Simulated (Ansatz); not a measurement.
# The gap of CaTiN2 (Pmmn): a ladder of methods and an error budget, part 3 of 3

Aim: a best estimate of the quasiparticle gap of CaTiN2 (Pmmn), with each correction and its cost laid out.

Ansatz 0.2.0; density functionals, hybrids, G0W0, plane waves, PAW. Known limits of the many-body steps: not at the basis limit; coarse k mesh.

So far. Step 10 (G0W0@HSE06, 4×4×2 mesh, 320 empty bands, screening to …): Against the run with 4×4×2 mesh, 320 empty bands, screening to 120 eV on r2SCAN, the gap moves by +0.32 eV, while the start moved by +0.76 eV. Step 11 (G0W0@r2SCAN, 4×4×2 mesh, 320 empty bands, screening to …): Against the run with 4×4×2 mesh, 320 empty bands, screening to 120 eV, the gap moves by −0.02 eV.

In doubt: masses and optical values from hybrid runs of this build are listed as unsure (steps 10, 13), which bears on the screening that GW takes from such a start.

**12. G0W0@r2SCAN, 4×4×2 mesh, 320 empty bands, screening to 120 eV, hard PAW files**

Level of this step: G0W0 on r2SCAN, plane waves, PAW (Ansatz).

Other atomic data (hard PAW) test the pseudisation: the cutoff goes from 500 to 870 eV, with the same valence electrons.

The input, input.yaml:

```yaml
crystal:
  lattice:
    - [3.6131, 0.0, 0.0]
    - [0.0, 3.9365, 0.0]
    - [0.0, 0.0, 7.5421]
  atoms:
    - { symbol: Ca, position: [0.0, 0.5, 0.8496394539] }
    - { symbol: Ca, position: [0.5, 0.0, 0.1503605461] }
    - { symbol: Ti, position: [0.0, 0.5, 0.407547735] }
    - { symbol: Ti, position: [0.5, 0.0, 0.592452265] }
    - { symbol: "N", position: [0.5, 0.5, 0.5283250645] }
    - { symbol: "N", position: [0.0, 0.0, 0.4716749355] }
    - { symbol: "N", position: [0.0, 0.5, 0.1641950872] }
    - { symbol: "N", position: [0.5, 0.0, 0.8358049128] }
kpoints:
  mp_grid: { grid: [4, 4, 2] }
hamiltonian:
  xc: r2scan
  pseudopotentials: { kind: paw, source: ansatz }
scf:
  occupations: { method: fixed }
gw:
  n_empty_bands: 320
  ecut_chi: 120
  qp_bands: [v2, c2]
  qp_kpoints: band_edges
  screening: { model: contour_deformation }
```

The run is started by

```console
ansatz run input.yaml --threads 3 --pin off --max-ram 64512MiB --backend cuda --events-out ev --progress --plain --runs-dir out --devices 1 --max-vram 24GiB  # rebuilt from the run's record
```

Numbers of over 12 decimals in the logs are rounded to 6 here.

The program printed:

```text
GPUs: using 1 of 1 available (devices: 1).
[...]
GPU FFT provider: cuFFT
GPU libraries: cuBLAS 13.8.2, cuFFT 12.4.0, cuSOLVER 12.3.4
Crystal: 8 atoms, lattice volume = 107.271 Å³
Basis set: ecut = 870 eV, 6255 PW (Γ), exchange–correlation on 144×160×300 points (64 copies of the dense FFT grid, shifted against one another)
Bands: 40, of which v1, the nominal top of the filled ones, is band 32 counted from 1 (31 counted from 0)
[...]
1    34     12.8744   -10.5946    -5.4173   -16.7915  0.7346    13.6961    13.6541  root
[...]
17    31      8.8682   -18.8469     2.6859   -16.0233  0.7258     8.7299     8.7305  root
    17    32      8.8682   -18.8469     2.6859   -16.0233  0.7258     8.7299     8.7305  root
    17    33     12.5513   -12.0765    -5.6948   -18.4618  0.7234    13.2704    13.2418  root
    17    34     12.5513   -12.0765    -5.6948   -18.4618  0.7234    13.2704    13.2418  root
[key lines of the parts left out:]
SCF converged after 11 iterations
Free energy (F): -10204.624483 eV
Fermi energy:    9.792650 eV
```

Run time: 12 s. Hardware: 1 × NVIDIA H100 80GB HBM3 (shared by 3 runs) with 3 threads of AMD EPYC 7R13 (Zen 3), shared host; peak memory 2.4 GiB; 23 s of CPU time.

This step gave:

| Quantity | Value |
| --- | --- |
| bands summed | 352 |
| RPA ε∞ on this mesh (eigenvalues) | 6.669, 9.265, 10.61 |
| plane waves in the screening matrix | 325 |
| G0W0 gap on the mesh | 1.789 eV |
| k of the valence top | 0, 0, 0 |
| k of the conduction bottom | 0, 0, 0 |
| starting gap on the mesh | 1.066 eV |
| least direct G0W0 gap on the computed points | 1.789 eV |

Against the run with 4×4×2 mesh, 320 empty bands, screening to 120 eV, the gap moves by −0.0003 eV.

**13. G0W0@PBE0, 4×4×2 mesh, 320 empty bands, screening to 120 eV**

This step: G0W0 on PBE0, plane waves, PAW.

input.yaml: that of step 12 with these lines changed.

```diff
@@ -17,4 +17,3 @@
 hamiltonian:
-  xc: r2scan
-  pseudopotentials: { kind: paw, source: ansatz }
+  xc: pbe0
 scf:
```

The program printed:

```text
GPUs: using 1 of 1 available (devices: 1).
[...]
GPU FFT provider: cuFFT
GPU libraries: cuBLAS 13.8.2, cuFFT 12.4.0, cuSOLVER 12.3.4
Crystal: 8 atoms, lattice volume = 107.271 Å³
Basis set: ecut = 420 eV, 2097 PW (Γ)
Bands: 40, of which v1, the nominal top of the filled ones, is band 32 counted from 1 (31 counted from 0)
Symmetry: 8 space group operations
[...]
k-points: 18 of 32
[...]
1    33     11.6008   -11.6751    -5.5839   -17.4882  0.7846    11.8306    11.8300  root
     1    34     13.6816    -9.9705    -4.9146   -15.1910  0.7931    13.9886    13.9874  root
[...]
17    31      8.0607   -18.9755     2.4149   -16.9115  0.7814     8.4102     8.4116  root
    17    32      8.0607   -18.9755     2.4149   -16.9115  0.7814     8.4102     8.4116  root
    17    33     13.2730   -11.4510    -5.0474   -16.6670  0.7851    13.4419    13.4416  root
    17    34     13.2730   -11.4510    -5.0474   -16.6670  0.7851    13.4419    13.4416  root
[key lines of the parts left out:]
Free energy (F): -10181.822880 eV
Fermi energy:    9.063539 eV
```

Run time: 27 s. Hardware: 1 × NVIDIA H100 80GB HBM3 (shared by 3 runs) with 3 threads; peak memory 1.9 GiB; 39 s of CPU time.

This step gave:

```yaml
bands_summed: 352
rpa_eps_infinity_on_this_mesh_eigenvalues: 5.134, 5.467, 5.602
plane_waves_in_the_screening_matrix: 325
g0w0_gap_on_the_mesh: 2.336 eV
k_of_the_valence_top: 0, 0, 0
k_of_the_conduction_bottom: 0, 0, 0
starting_gap_on_the_mesh: 2.532 eV
least_direct_g0w0_gap_on_the_computed_points: 2.336 eV
```

Against the run with 4×4×2 mesh, 320 empty bands, screening to 120 eV on HSE06, the gap moves by +0.22 eV, while the start moved by +0.70 eV.

**14. The ladder**

Times are wall times on 1 × NVIDIA H100 80GB HBM3 (shared by 3 runs) with 3 threads of AMD EPYC 7R13 (Zen 3), shared host, good to a factor of about two. G0W0 rows are gaps on the mesh, lowered by the amount that the mesh misses the start's edges, a rough step that assumes the same correction there.

```csv
level,gap (eV),least direct gap (eV),time
r2SCAN,1.07,1.07,3 s
LDA,0.64,0.64,2 s
HSE06,1.83,1.83,9.8 s
PBE0,2.53,2.53,9.6 s
G0W0@r2SCAN (113 empty bands),1.73,-,6.2 s
G0W0@r2SCAN (320 empty bands),1.79,-,16 s
G0W0@r2SCAN (688 empty bands),1.90,-,21 s
G0W0@HSE06 (320 empty bands),2.11,-,35 s
"G0W0@r2SCAN (320 empty bands, plasmon pole)",1.77,-,12 s
"G0W0@r2SCAN (320 empty bands, hard PAW)",1.79,-,12 s
G0W0@PBE0 (320 empty bands),2.34,-,27 s
```

**15. Adding up the best estimate**

```csv
term,eV,running total (eV)
"G0W0 on the mesh, top rung",1.901,1.901
"to the limit, by a line in one over the bands through the two top rungs",+0.106,2.007
```

Changes that are not added in, each against a run with equal bands and cutoff:

```csv
change,eV
start HSE06,+0.32
plasmon pole in place of full frequency,−0.02
hard PAW files,−0.0003
start PBE0,+0.55
```

**16. Outcome**

| Item | Value |
| --- | --- |
| r2SCAN gap | 1.07 eV, direct |
| HSE06 | 1.83 eV |
| PBE0 | 2.53 eV |
| G0W0, top rung on the mesh | 1.90 eV |
| best estimate, G0W0@r2SCAN | 2.01 eV |
| GW settings of the top rung | 4×4×2 mesh, 688 empty bands, screening to 200 eV |
| known limits | one-shot GW, static lattice; one k mesh, untested; coarse k mesh |

The best estimate for G0W0@r2SCAN is 2.01 eV, direct on the mesh, against 1.07 eV at the start. The pair of rungs below gives a limit −0.18 eV away. Of the changes left open the largest, +0.55 eV, comes from starting at PBE0. Among the functionals HSE06 comes nearest: −0.18 eV from the estimate. That ranking leans on the start chosen for G0W0. The RPA ε∞ on the GW mesh averages 8.8 against 7.5 from perturbation theory, which takes a denser mesh of its own: the GW mesh overstates the screening, which tends to leave the correction low. G0W0 reorders the edges: the states that bound its gap lie 1.19 eV apart at the start, not 1.07 eV. All runs took 4.6 min, 47 % of it in G0W0. The 4×4×2 mesh is coarse for this cell (its supercell is 14 Å along the shortest edge). The RPA ε∞ on it, from the r2SCAN start, is 6.65, 9.23 and 10.55; such meshes misread the long-range screening, most where the gap is narrow.

[Paths, hosts, dates, memory and timing lines, banners, echoed tables and standing remarks are left out of the program output.]

[Logs are printed without paths, hosts, clocks, repeated set-up lines and the standing remarks that a program may print on its own settings, such as how far it seeks lower states.]

[Runs of the session that timed out or met a known fault of the program may be left out.]

[Cells called generated may have been cut or substituted from an entry of the Crystallography Open Database or the Materials Project.]

[Hosts, paths, dates, database ids (printed as entryN), source tags and the programs' standing remarks are cut or masked in the printed files.]
